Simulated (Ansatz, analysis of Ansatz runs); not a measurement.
# P2Ir (P2_1/c), nudged elastic band: Li_i hop between interstitial places (q = +1)

How high is the barrier when Li changes place in P2Ir (P2_1/c)? The case: Li_i hop between interstitial places, charge +1, in a cell of 48 host atoms with 1 Li put in.

Program: Ansatz 0.2.0. Level of theory: plane-wave PAW DFT, r2SCAN; nudged elastic band between two relaxed defect structures at fixed charge in a uniform background. Values are calculated unless marked as measured.

## Step 1: The starting structure

The cell holds 49 atoms: 32 P, 16 Ir and 1 Li. Cell: a = 11.229 Å, b = 8.765 Å, c = 11.229 Å, α = 110.7°, β = 117.7°, γ = 109.3°. It derives from P2Ir (space group P2_1/c). Nearest the centre at fractional (0.742, 0.390, 0.394): P4 at 1.14 Å, Li49 at 1.71 Å, Ir36 at 1.90 Å, Ir39 at 2.30 Å, P7 at 2.38 Å, P27 at 2.48 Å, P13 at 2.58 Å, P24 at 2.76 Å. The cell carries charge +1.

The cell's shortest repeat is 8.8 Å.

## Step 2: Relaxation of the start point, charge +1

A barrier is counted from a minimum, so both ends are relaxed first. Small random displacements break the symmetry of the ideal sites, so that the defect can distort if it gains by it. The charge of +1 is set by the electron count, and a uniform background keeps the cell neutral.

File qp1.start/input.yaml:

```yaml
crystal:
  lattice:
    - [-7.90135964, 5.80582367, 5.47271028]
    - [3.63941147, -5.80582367, 5.46597464]
    - [7.90135964, 5.80582367, -5.47271028]
  atoms:
    - { symbol: P, position: [0.37593347, 0.0140002, 0.5197652] }
    - { symbol: P, position: [0.37593347, 0.5140002, 0.0197652] }
    - { symbol: P, position: [0.87593347, 0.0140002, 0.0197652] }
    - { symbol: P, position: [0.87593347, 0.5140002, 0.5197652] }
    - { symbol: P, position: [0.005765, 0.2359998, 0.61193327] }
    - { symbol: P, position: [0.005765, 0.7359998, 0.11193327] }
    - { symbol: P, position: [0.505765, 0.2359998, 0.11193327] }
    - { symbol: P, position: [0.505765, 0.7359998, 0.61193327] }
    - { symbol: P, position: [0.12406653, 0.4859998, 0.4802348] }
    - { symbol: P, position: [0.12406653, 0.9859998, 0.9802348] }
    - { symbol: P, position: [0.62406653, 0.4859998, 0.9802348] }
    - { symbol: P, position: [0.62406653, 0.9859998, 0.4802348] }
    - { symbol: P, position: [0.494235, 0.2640002, 0.38806673] }
    - { symbol: P, position: [0.494235, 0.7640002, 0.88806673] }
    - { symbol: P, position: [0.994235, 0.2640002, 0.88806673] }
    - { symbol: P, position: [0.994235, 0.7640002, 0.38806673] }
    - { symbol: P, position: [0.28230137, 0.26129624, 0.35552854] }
    - { symbol: P, position: [0.28230137, 0.76129624, 0.85552854] }
    - { symbol: P, position: [0.78230137, 0.26129624, 0.85552854] }
    - { symbol: P, position: [0.78230137, 0.76129624, 0.35552854] }
    - { symbol: P, position: [0.0942323, 0.48870376, 0.27100513] }
    - { symbol: P, position: [0.0942323, 0.98870376, 0.77100513] }
    - { symbol: P, position: [0.5942323, 0.48870376, 0.77100513] }
    - { symbol: P, position: [0.5942323, 0.98870376, 0.27100513] }
    - { symbol: P, position: [0.21769863, 0.23870376, 0.64447146] }
    - { symbol: P, position: [0.21769863, 0.73870376, 0.14447146] }
    - { symbol: P, position: [0.71769863, 0.23870376, 0.14447146] }
    - { symbol: P, position: [0.71769863, 0.73870376, 0.64447146] }
    - { symbol: P, position: [0.4057677, 0.01129624, 0.72899487] }
    - { symbol: P, position: [0.4057677, 0.51129624, 0.22899487] }
    - { symbol: P, position: [0.9057677, 0.01129624, 0.22899487] }
    - { symbol: P, position: [0.9057677, 0.51129624, 0.72899487] }
    - { symbol: Ir, position: [0.14519679, 0.03181927, 0.38550492] }
    - { symbol: Ir, position: [0.14519679, 0.53181927, 0.88550492] }
    - { symbol: Ir, position: [0.64519679, 0.03181927, 0.88550492] }
    - { symbol: Ir, position: [0.64519679, 0.53181927, 0.38550492] }
    - { symbol: Ir, position: [0.35368565, 0.21818073, 0.86337753] }
    - { symbol: Ir, position: [0.35368565, 0.71818073, 0.36337753] }
    - { symbol: Ir, position: [0.85368565, 0.21818073, 0.36337753] }
    - { symbol: Ir, position: [0.85368565, 0.71818073, 0.86337753] }
    - { symbol: Ir, position: [0.35480321, 0.46818073, 0.61449508] }
    - { symbol: Ir, position: [0.35480321, 0.96818073, 0.11449508] }
    - { symbol: Ir, position: [0.85480321, 0.46818073, 0.11449508] }
    - { symbol: Ir, position: [0.85480321, 0.96818073, 0.61449508] }
    - { symbol: Ir, position: [0.14631435, 0.28181927, 0.13662247] }
    - { symbol: Ir, position: [0.14631435, 0.78181927, 0.63662247] }
    - { symbol: Ir, position: [0.64631435, 0.28181927, 0.63662247] }
    - { symbol: Ir, position: [0.64631435, 0.78181927, 0.13662247] }
    - { symbol: Li, position: [0.703638, 0.269404, 0.476969] }
total_charge: 1
basis:
  ecutwfc: 500
  xc_grid: 2
hamiltonian:
  xc: r2scan
kpoints:
  mp_grid: { grid: [1, 1, 1] }
scf:
  occupations: { method: fixed }
  max_iter: 60
output:
  forces: true
relax:
  f_tol: 0.015
  max_steps: 70
  random_displacement: { amplitude: 0.03, seed: 627 }
```

Run with:

```sh
ansatz run input.yaml --threads 4 --pin off --max-ram 7536MiB --backend cpu --events-out ev --progress --plain --runs-dir out
```

The program printed:

```text
The last accepted step is kept in <dir> (removed where the run ends without a failure and the disk answers)
Engine: ansatz 0.2.0, aarch64-unknown-linux-gnu
Pseudopotentials: kind: paw
Pseudopotential: P, paw, valence charge 5, recommended cutoff 500 eV (meta_gga), P.paw.azcp
Pseudopotential: Ir, paw, valence charge 17, recommended cutoff 500 eV (meta_gga), Ir.paw.azcp
Pseudopotential: Li, paw, valence charge 3, recommended cutoff 500 eV (meta_gga), Li.paw.azcp
Functional definition: r2SCAN
  parameter k0 = 0.174
  parameter k1 = 0.065
  parameter a1 = 4.9479
  exchange = r2scan_x(k0 = k0, k1 = k1, a1 = a1)
  correlation = r2scan_c
Crystal: 49 atoms, lattice volume = 732.765 Å³
Basis set: ecut = 500 eV, 18569 PW (Γ), exchange–correlation on 180×128×180 points (8 copies of the dense FFT grid, shifted against one another)
Bands: 266, of which v1, the nominal top of the filled ones, is band 217 counted from 1 (216 counted from 0)
Symmetry: 1 space group operations
k-points: 1
Non-local potential: P, projectors of the file, l = 0: 2, l = 1: 2, l = 2: 2
Non-local potential: Ir, projectors of the file, l = 0: 3, l = 1: 2, l = 2: 2, l = 3: 1
Non-local potential: Li, projectors of the file, l = 0: 3, l = 1: 2, l = 2: 1
PAW form: soft (Blöchl's): semilocal exchange-correlation on the pseudo side does not see the compensation charge
PAW frozen core: P, regenerated for the run's functional (the file was generated under x = pbe(κ = 0.804, μ = 0.219515), c = pbe(β = 0.066725))
PAW frozen core: Ir, regenerated for the run's functional (the file was generated under x = pbe(κ = 0.804, μ = 0.219515), c = pbe(β = 0.066725))
PAW one-centre angular grid: P, 302 points (default); XC on 160 Gauss nodes
PAW one-centre angular grid: Ir, 590 points (default); XC on 160 Gauss nodes
PAW one-centre angular grid: Li, 302 points (default); XC on 327 of its mesh's 2665 points in the sphere
Initial density: superposition of atomic densities (neutral atoms scaled as one to the charged cell's electrons: chi_scale 0, normalization atom), corrected by the library's trained network
Initial wavefunctions: pseudopotential atomic-orbital guess
Functional: x = r2scan, c = r2scan; τ floored in thin density (d = 2e-4 eV/Å³)
SCF iter   1: F=—  HF=-215728.892901 eV  |F-HF|=—  |Δ(HF+E_count)|=         —  Δρ=1.85e-2  dr2=4.47e0  dr2_τ=2.00e0  ethr=1.77e-3  ⟨swp⟩=5.0  Hψ=898  notcnv=0  defer=46
preconditioner: auto → Resta (q_TF=auto, 2.500 Å⁻¹)  ε∞=8.2  [insulator: Δε(μ)=0.730 eV  Ē_g=8.931 eV  n_scr=206 (ndim 8)  ℏωp=23.9 eV  f_vac=0.000  ε∞_Penn≈8.2]
SCF iter   2: F=—  HF=-215728.973833 eV  |F-HF|=—  |Δ(HF+E_count)|=   8.09e-2  Δρ=6.68e-3  dr2=2.03e-1  dr2_τ=2.46e-1  ethr=1.03e-3  ⟨swp⟩=2.0  Hψ=381  notcnv=0  defer=46
SCF iter   3: F=—  HF=-215729.017457 eV  |F-HF|=—  |Δ(HF+E_count)|=   4.36e-2  Δρ=3.84e-3  dr2=7.08e-2  dr2_τ=2.72e-3  ethr=4.68e-5  ⟨swp⟩=2.0  Hψ=351  notcnv=0  defer=47
SCF iter   4: F=—  HF=-215729.025408 eV  |F-HF|=—  |Δ(HF+E_count)|=   7.95e-3  Δρ=1.32e-3  dr2=1.60e-2  dr2_τ=2.21e-3  ethr=1.63e-5  ⟨swp⟩=2.0  Hψ=351  notcnv=0  defer=47
SCF iter   5: F=—  HF=-215729.024436 eV  |F-HF|=—  |Δ(HF+E_count)|=   9.72e-4  Δρ=2.87e-4  dr2=5.55e-4  dr2_τ=1.39e-4  ethr=3.68e-6  ⟨swp⟩=2.0  Hψ=427  notcnv=0  defer=47
SCF iter   6: F=—  HF=-215729.024971 eV  |F-HF|=—  |Δ(HF+E_count)|=   5.35e-4  Δρ=9.15e-5  dr2=7.22e-5  dr2_τ=8.97e-6  ethr=1.28e-7  ⟨swp⟩=3.0  Hψ=419  notcnv=0  defer=44
SCF iter   7: F=—  HF=-215729.024997 eV  |F-HF|=—  |Δ(HF+E_count)|=   2.60e-5  Δρ=4.69e-5  dr2=2.97e-5  dr2_τ=5.89e-6  ethr=1.66e-8  ⟨swp⟩=2.0  Hψ=424  notcnv=0  defer=44
SCF iter   8: F=-215729.024995 eV  HF=-215729.024995 eV  |F-HF|=2.52e-8  |Δ(HF+E_count)|=   2.45e-6  Δρ=1.38e-5  dr2=1.34e-6  dr2_τ=2.63e-7  ethr=1.30e-9  ⟨swp⟩=3.0  Hψ=832  notcnv=0
SCF 1 converged in 8 iterations: F = -215729.024995 eV  dr2 = 1.34e-6
  greatest PAW one-centre occupation: 1.000 electrons in one spin orbital (limit 2), on the Ir atom at site 46 (counted from 0), in its partial waves of l = 1
relax step   1: F+E_penalty+E_count = -215729.02499481 eV  Δ(F+E_penalty+E_count) = +0.000e0 eV  max|allowed force component| = 2.644e0 eV/Å  Δτ_max = 0.0000 Å  (8 SCF iters, dr2 threshold 5.63e-6 eV, accepted)
[... the SCF cycles and remarks between the steps are left out from here to the last step ...]
relax step   2: F+E_penalty+E_count = -215729.91266182 eV  Δ(F+E_penalty+E_count) = -8.877e-1 eV  max|allowed force component| = 1.317e0 eV/Å  Δτ_max = 0.1557 Å  (7 SCF iters, dr2 threshold 1.00e-4 eV, accepted)
relax step   3: F+E_penalty+E_count = -215730.42415092 eV  Δ(F+E_penalty+E_count) = -5.115e-1 eV  max|allowed force component| = 5.501e-1 eV/Å  Δτ_max = 0.2000 Å  (6 SCF iters, dr2 threshold 1.00e-4 eV, accepted)
relax step   4: F+E_penalty+E_count = -215730.48368257 eV  Δ(F+E_penalty+E_count) = -5.953e-2 eV  max|allowed force component| = 2.944e-1 eV/Å  Δτ_max = 0.1668 Å  (6 SCF iters, dr2 threshold 5.28e-5 eV, accepted)
relax step   5: F+E_penalty+E_count = -215730.50035419 eV  Δ(F+E_penalty+E_count) = -1.667e-2 eV  max|allowed force component| = 7.050e-2 eV/Å  Δτ_max = 0.0786 Å  (6 SCF iters, dr2 threshold 1.51e-5 eV, accepted)
relax step   6: F+E_penalty+E_count = -215730.50113510 eV  Δ(F+E_penalty+E_count) = -7.809e-4 eV  max|allowed force component| = 2.050e-2 eV/Å  Δτ_max = 0.0056 Å  (6 SCF iters, dr2 threshold 3.11e-7 eV, accepted)
SCF iter   1: F=—  HF=-215730.500589 eV  |F-HF|=—  |Δ(HF+E_count)|=         —  Δρ=1.14e-4  dr2=8.25e-5  dr2_τ=1.05e-3  ethr=1.40e-7  ⟨swp⟩=4.0  Hψ=473  notcnv=0  defer=45
SCF iter   2: F=—  HF=-215730.501229 eV  |F-HF|=—  |Δ(HF+E_count)|=   6.40e-4  Δρ=6.64e-5  dr2=2.11e-5  dr2_τ=1.19e-6  ethr=1.90e-8  ⟨swp⟩=2.0  Hψ=505  notcnv=0  defer=45
SCF iter   3: F=—  HF=-215730.501230 eV  |F-HF|=—  |Δ(HF+E_count)|=   1.09e-6  Δρ=2.19e-5  dr2=6.17e-6  dr2_τ=1.47e-6  ethr=4.87e-9  ⟨swp⟩=2.0  Hψ=392  notcnv=0  defer=45
SCF iter   4: F=—  HF=-215730.501229 eV  |F-HF|=—  |Δ(HF+E_count)|=   6.20e-7  Δρ=6.72e-6  dr2=4.69e-7  dr2_τ=9.34e-8  ethr=1.42e-9  ⟨swp⟩=2.0  Hψ=338  notcnv=0  defer=45
SCF iter   5: F=-215730.501229 eV  HF=-215730.501229 eV  |F-HF|=2.53e-9  |Δ(HF+E_count)|=   3.77e-8  Δρ=2.68e-6  dr2=6.04e-8  dr2_τ=3.85e-9  ethr=2.30e-11  ⟨swp⟩=4.0  Hψ=830  notcnv=0
SCF 7 converged in 5 iterations: F = -215730.501229 eV  dr2 = 6.04e-8
relax step   7: F+E_penalty+E_count = -215730.50122944 eV  Δ(F+E_penalty+E_count) = -9.434e-5 eV  max|allowed force component| = 2.519e-3 eV/Å  Δτ_max = 0.0022 Å  (5 SCF iters, accepted)
SCF converged after 5 iterations
the last check of whether an eigenvalue changes by more than its tolerance under the output density was not made (final_scf_spared)
Free energy (F): -215730.501229 eV
Harris-Foulkes:  -215730.501229 eV  (|F-HF|=2.53e-9)
Internal energy: -215730.501229 eV  (E = F + TS)
E sigma→0 (E₀):  -215730.501229 eV
Fermi energy:    13.834840 eV
--- Per-component energies (eV) ---
  E_band       = -3534.428884
  E_kinetic    = 12298.897849
  E_local      = -32539.881823  (includes V_loc(G=0)·N_el)
  E_nonlocal   = 2170.800151
  E_hartree    = 12846.718325
  E_xc         = -6003.756668
  E_vxc        = -7492.678919  (∫ρ·V_xc dr)
  E_paw        = -166435.648300  (= ΣΔE_a)
  E_vpaw       = -4095.601935  (= ΣTr[D̂ρ^β])
  E_aug_tail   = -0.000232  (compensation charges beyond the density's cutoff)
  E_vtau       = 430.601452  (kinetic-family band-sum trace: ∫τ·v_τ [+ j·A + Jᵃ·Aᵃ] dr)
  E_ewald      = -38059.653286
  E_core_change = -7.977246  (= ΣΔE_core)
  E_smearing   = -0.000000  (= −TS)
  E_closure    = -0.000000  (closes the sum)
  E_deformation_potential = 20.991706  (in the stress; not in F)
  Σ components = -215730.501229   (vs F -215730.501229, Δ=0.00e0)
--- Forces (eV/Å), atoms counted from 1 ---
  atom   1  P      0.00018498     0.00022242     0.00139175
  atom   2  P      0.00017569     0.00004769    -0.00038413
  [... 1 atom left out ...]
  atom   4  P      0.00005219    -0.00009187     0.00022193
  [... 2 atoms left out ...]
  atom   7  P      0.00028466    -0.00077011     0.00062185
  [... 5 atoms left out ...]
  atom  13  P     -0.00071804     0.00252277     0.00036456
  [... 10 atoms left out ...]
  atom  24  P     -0.00147623     0.00008291     0.00027142
  [... 2 atoms left out ...]
  atom  27  P     -0.00032944     0.00046875     0.00008498
  [... 4 atoms left out ...]
  atom  32  P      0.00056052     0.00010523     0.00044818
  [... 3 atoms left out ...]
  atom  36  Ir     0.00122185    -0.00070238    -0.00023261
  [... 2 atoms left out ...]
  atom  39  Ir     0.00121558    -0.00207088    -0.00063405
  [... 2 atoms left out ...]
  atom  42  Ir     0.00006423     0.00187019     0.00012415
  [... 6 atoms left out ...]
  atom  49  Li     0.00080852    -0.00113706    -0.00088510
  max |Σ_I F_I| component: 4.56e-4 eV/Å
--- Relaxed structure (7 steps of the walk, 7 accepted, 0 SCFs on fresh bases) ---
  F+E_penalty+E_count = -215730.50122944 eV   max|allowed force component| = 2.519e-3 eV/Å
  atoms:
    - { symbol: P, position: [0.375503, 0.013396, 0.519339] }
    - { symbol: P, position: [0.374358, 0.509535, 0.017719] }
    [... 1 atom left out ...]
    - { symbol: P, position: [0.889174, 0.530879, 0.525248] }
    [... 2 atoms left out ...]
    - { symbol: P, position: [0.505706, 0.236056, 0.112927] }
    [... 5 atoms left out ...]
    - { symbol: P, position: [0.478080, 0.263687, 0.384815] }
    [... 10 atoms left out ...]
    - { symbol: P, position: [0.583482, 0.962855, 0.255101] }
    [... 2 atoms left out ...]
    - { symbol: P, position: [0.719759, 0.238000, 0.145291] }
    [... 4 atoms left out ...]
    - { symbol: P, position: [0.912674, 0.521227, 0.739104] }
    [... 3 atoms left out ...]
    - { symbol: Ir, position: [0.644703, 0.531210, 0.387077] }
    [... 2 atoms left out ...]
    - { symbol: Ir, position: [0.855285, 0.218358, 0.364046] }
    [... 2 atoms left out ...]
    - { symbol: Ir, position: [0.354595, 0.967913, 0.115033] }
    [... 6 atoms left out ...]
    - { symbol: Li, position: [0.686509, 0.264134, 0.442228] }
```

Wall time 55 s (4 threads of Arm Neoverse V1, shared host); peak memory 1.3 GiB.

The column dr2 measures how far the density is from self-consistency, as an energy; F and HF (Harris–Foulkes) agree once it is small.

Relaxation path:

```csv
step,energy less that of the first step (eV),largest force component (eV/Å)
1,0.0000,2.6435
2,-0.8877,1.3170
3,-1.3992,0.5501
4,-1.4587,0.2944
5,-1.4754,0.0705
6,-1.4761,0.0205
7,-1.4762,0.0025
```

The atoms that moved most (Å, from the sites as typed, ahead of the random displacement, the mean shift of all atoms taken out):

```csv
atom,dx,dy,dz,length
Li49,-0.161,-0.267,0.071,0.320
P24,-0.138,-0.001,-0.110,0.176
P13,0.098,-0.108,-0.069,0.161
P4,-0.003,0.014,0.138,0.138
P17,0.077,-0.076,-0.045,0.117
P32,0.058,0.044,0.040,0.083
Ir48,-0.030,0.019,-0.010,0.037
Ir46,0.005,0.017,0.031,0.036
```

Neighbours of Li49 at the end:

```csv
atom,distance (Å)
P4,2.116
P13,2.117
P24,2.124
P32,2.378
Ir47,2.417
Ir39,2.515
P12,2.585
Ir36,2.751
```

Numbers from this step:

```
free energy                                                                                       : -215730.5012 eV
largest move from the ideal geometry of this structure, a common shift of the far atoms taken out : 0.3291 Å
```

The relaxation gained 1.476 eV and ended with a largest force component of 0.0025 eV/Å.

## Step 3: Relaxation of the end point, charge +1

The end point is relaxed in the same cell and settings, so that the two energies compare.

File qp1.end/input.yaml:

```yaml
crystal:
  lattice:
    - [-7.90135964, 5.80582367, 5.47271028]
    - [3.63941147, -5.80582367, 5.46597464]
    - [7.90135964, 5.80582367, -5.47271028]
  atoms:
    - { symbol: P, position: [0.37593347, 0.0140002, 0.5197652] }
    - { symbol: P, position: [0.37593347, 0.5140002, 0.0197652] }
[... 1 atom line left out ...]
    - { symbol: P, position: [0.87593347, 0.5140002, 0.5197652] }
[... 2 atom lines left out ...]
    - { symbol: P, position: [0.505765, 0.2359998, 0.11193327] }
[... 5 atom lines left out ...]
    - { symbol: P, position: [0.494235, 0.2640002, 0.38806673] }
[... 6 atom lines left out ...]
    - { symbol: P, position: [0.78230137, 0.76129624, 0.35552854] }
[... 3 atom lines left out ...]
    - { symbol: P, position: [0.5942323, 0.98870376, 0.27100513] }
[... 2 atom lines left out ...]
    - { symbol: P, position: [0.71769863, 0.23870376, 0.14447146] }
[... 4 atom lines left out ...]
    - { symbol: P, position: [0.9057677, 0.51129624, 0.72899487] }
[... 3 atom lines left out ...]
    - { symbol: Ir, position: [0.64519679, 0.53181927, 0.38550492] }
[... 2 atom lines left out ...]
    - { symbol: Ir, position: [0.85368565, 0.21818073, 0.36337753] }
[... 2 atom lines left out ...]
    - { symbol: Ir, position: [0.35480321, 0.96818073, 0.11449508] }
[... 3 atom lines left out ...]
    - { symbol: Ir, position: [0.14631435, 0.78181927, 0.63662247] }
[... 2 atom lines left out ...]
    - { symbol: Li, position: [0.7794, 0.5111, 0.3116] }
total_charge: 1
basis:
  ecutwfc: 500
  xc_grid: 2
hamiltonian:
  xc: r2scan
kpoints:
  mp_grid: { grid: [1, 1, 1] }
scf:
  occupations: { method: fixed }
  max_iter: 60
output:
  forces: true
relax:
  f_tol: 0.015
  max_steps: 70
  random_displacement: { amplitude: 0.03, seed: 627 }
```

The program printed:

```text
[...]
Crystal: 49 atoms, lattice volume = 732.765 Å³
Basis set: ecut = 500 eV, 18569 PW (Γ), exchange–correlation on 180×128×180 points (8 copies of the dense FFT grid, shifted against one another)
Bands: 266, of which v1, the nominal top of the filled ones, is band 217 counted from 1 (216 counted from 0)
Symmetry: 1 space group operations
k-points: 1
[...]
SCF iter   1: F=—  HF=-215728.626477 eV  |F-HF|=—  |Δ(HF+E_count)|=         —  Δρ=1.84e-2  dr2=4.47e0  dr2_τ=2.01e0  ethr=1.77e-3  ⟨swp⟩=5.0  Hψ=897  notcnv=0  defer=45
[...]
SCF iter   8: F=-215728.768544 eV  HF=-215728.768544 eV  |F-HF|=2.50e-9  |Δ(HF+E_count)|=   2.57e-6  Δρ=1.37e-5  dr2=1.30e-6  dr2_τ=2.54e-7  ethr=1.30e-9  ⟨swp⟩=2.0  Hψ=873  notcnv=0
SCF 1 converged in 8 iterations: F = -215728.768544 eV  dr2 = 1.30e-6
[...]
--- Relaxed structure (6 steps of the walk, 6 accepted, 0 SCFs on fresh bases) ---
  F+E_penalty+E_count = -215730.50121840 eV   max|allowed force component| = 6.036e-3 eV/Å
  atoms:
    - { symbol: P, position: [0.374562, 0.013653, 0.517004] }
    - { symbol: P, position: [0.375224, 0.513348, 0.018546] }
    [... 1 atom left out ...]
    - { symbol: P, position: [0.878034, 0.513508, 0.534985] }
[...]
- { symbol: P, position: [0.500655, 0.231773, 0.108855] }
[...]
- { symbol: P, position: [0.493238, 0.263242, 0.387246] }
[...]
- { symbol: P, position: [0.591199, 0.987206, 0.268593] }
[...]
- { symbol: P, position: [0.706961, 0.212722, 0.128705] }
[...]
- { symbol: P, position: [0.907439, 0.512138, 0.740563] }
    [... 3 atoms left out ...]
    - { symbol: Ir, position: [0.643908, 0.531997, 0.387654] }
    [... 2 atoms left out ...]
    - { symbol: Ir, position: [0.852031, 0.217757, 0.362649] }
    [... 2 atoms left out ...]
    - { symbol: Ir, position: [0.352682, 0.967275, 0.113101] }
    [... 6 atoms left out ...]
    - { symbol: Li, position: [0.821115, 0.513962, 0.327004] }
[key lines of the parts left out:]
SCF converged after 6 iterations
Free energy (F): -215730.501218 eV
Fermi energy:    13.834888 eV
```

Wall time 50 s (4 threads); peak memory 1.3 GiB.

Relaxation path:

```csv
step,energy less that of the first step (eV),largest force component (eV/Å)
1,0.0000,3.4929
2,-1.2016,1.8270
3,-1.6921,0.3958
4,-1.7236,0.2518
5,-1.7323,0.0370
6,-1.7327,0.0060
```

The atoms that moved most (Å, from the sites as typed, ahead of the random displacement, the mean shift of all atoms taken out):

```csv
atom,dx,dy,dz,length
Li49,-0.200,0.318,0.163,0.410
P27,-0.137,0.000,-0.111,0.177
P4,0.099,0.107,-0.071,0.162
P16,-0.002,-0.015,0.136,0.137
P32,0.078,0.075,-0.047,0.118
P20,0.059,-0.045,0.038,0.084
Ir35,-0.029,-0.020,-0.012,0.037
P7,-0.002,-0.020,-0.031,0.037
```

Neighbours of Li49 at the end:

```csv
atom,distance (Å)
P16,2.116
P4,2.117
P27,2.124
P20,2.378
Ir36,2.417
Ir43,2.515
P7,2.585
Ir46,2.751
```

Numbers from this step:

```
free energy                                                                                       : -215730.5012 eV
largest move from the ideal geometry of this structure, a common shift of the far atoms taken out : 0.4199 Å
```

The relaxation gained 1.733 eV and ended with a largest force component of 0.0060 eV/Å. The end lies within 1 meV of the start.

(Continued in part 2 of 3.)

[Long decimals in the printed logs are rounded to 6 places.]

[Repeated set-up lines and some long k-point lines are left out of the logs, and relaxed atomic positions are cut to six decimals.]

[Logs are printed without paths, hosts, clocks, repeated set-up lines and the standing remarks that a program may print on its own settings, such as how far it seeks lower states.]

[Hosts, paths, dates, database ids (printed as entryN), source tags and the programs' standing remarks are cut or masked in the printed files.]
